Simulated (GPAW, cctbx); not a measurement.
# Reading charge transfer from structure factors

TlGaW2, P-3m1 (no. 164), a = 2.9496 Å, b = 2.9496 Å, c = 9.3442 Å, α = 90.00°, β = 90.00°, γ = 120.00°.

| atom | mult. | x | y | z |
| --- | --- | --- | --- | --- |
| Tl1 | 1 | 0 | 0 | 0 |
| W1 | 2 | 1/3 | 2/3 | 0.2652 |
| Ga1 | 1 | 0 | 0 | 1/2 |

The start was made by putting kin elements into a known structure type; the compound need not exist, or be stable, in this form.

Absolute values of the static structure factors of the conventional cell from DFT (PBE, GPAW) against free spherical atoms, in electrons:

| hkl | d (Å) | free atoms | crystal |
| --- | --- | --- | --- |
| 001 | 9.344 | 35.54 | 35.48 |
| 002 | 4.672 | 31.40 | 31.70 |
| 003 | 3.115 | 82.55 | 82.56 |
| 100 | 2.554 | 31.48 | 31.53 |
| 1 0 -1 | 2.464 | 156.96 | 156.63 |
| 101 | 2.464 | 57.56 | 57.35 |
| 004 | 2.336 | 206.02 | 205.72 |
| 102 | 2.241 | 170.61 | 170.30 |
| 1 0 -2 | 2.241 | 130.68 | 130.45 |
| 103 | 1.975 | 122.41 | 122.21 |

**Question.** Which way does charge move, and which reflections show it best?

Project each element's phase sum on the total phase. At low angle |F| should rise if density moves to atoms that scatter in phase and fall if it moves to atoms that scatter against it.

| hkl | Tl in phase | W in phase | Ga in phase | change (e) | (%) |
| --- | --- | --- | --- | --- | --- |
| 001 | +1.0 | -0.2 | -1.0 | -0.06 | -0.2 |
| 002 | -1.0 | +2.0 | -1.0 | +0.30 | +1.0 |
| 003 | +1.0 | +0.6 | -1.0 | 0.00 | 0.0 |
| 100 | +1.0 | -1.0 | +1.0 | +0.04 | +0.1 |
| 1 0 -1 | +1.0 | +1.8 | -1.0 | -0.33 | -0.2 |
| 101 | -1.0 | +1.6 | +1.0 | -0.21 | -0.4 |
| 004 | +1.0 | +1.9 | +1.0 | -0.30 | -0.1 |
| 102 | +1.0 | +1.3 | +1.0 | -0.31 | -0.2 |

Low-angle reflections that set elements apart and change by more than 0.05 e: 001, 002, 1 0 -1 and 101. The real-space density gives Voronoi charges Tl +0.07, W -0.04, Ga +0.01 e. The signs that these charges predict hold for 001 and 002 and fail for 1 0 -1 and 101, so the simple rule can't give the direction here. The reflections see the density near the nuclei and the atoms' change of size and shape; Voronoi cells count what crosses the midplanes.
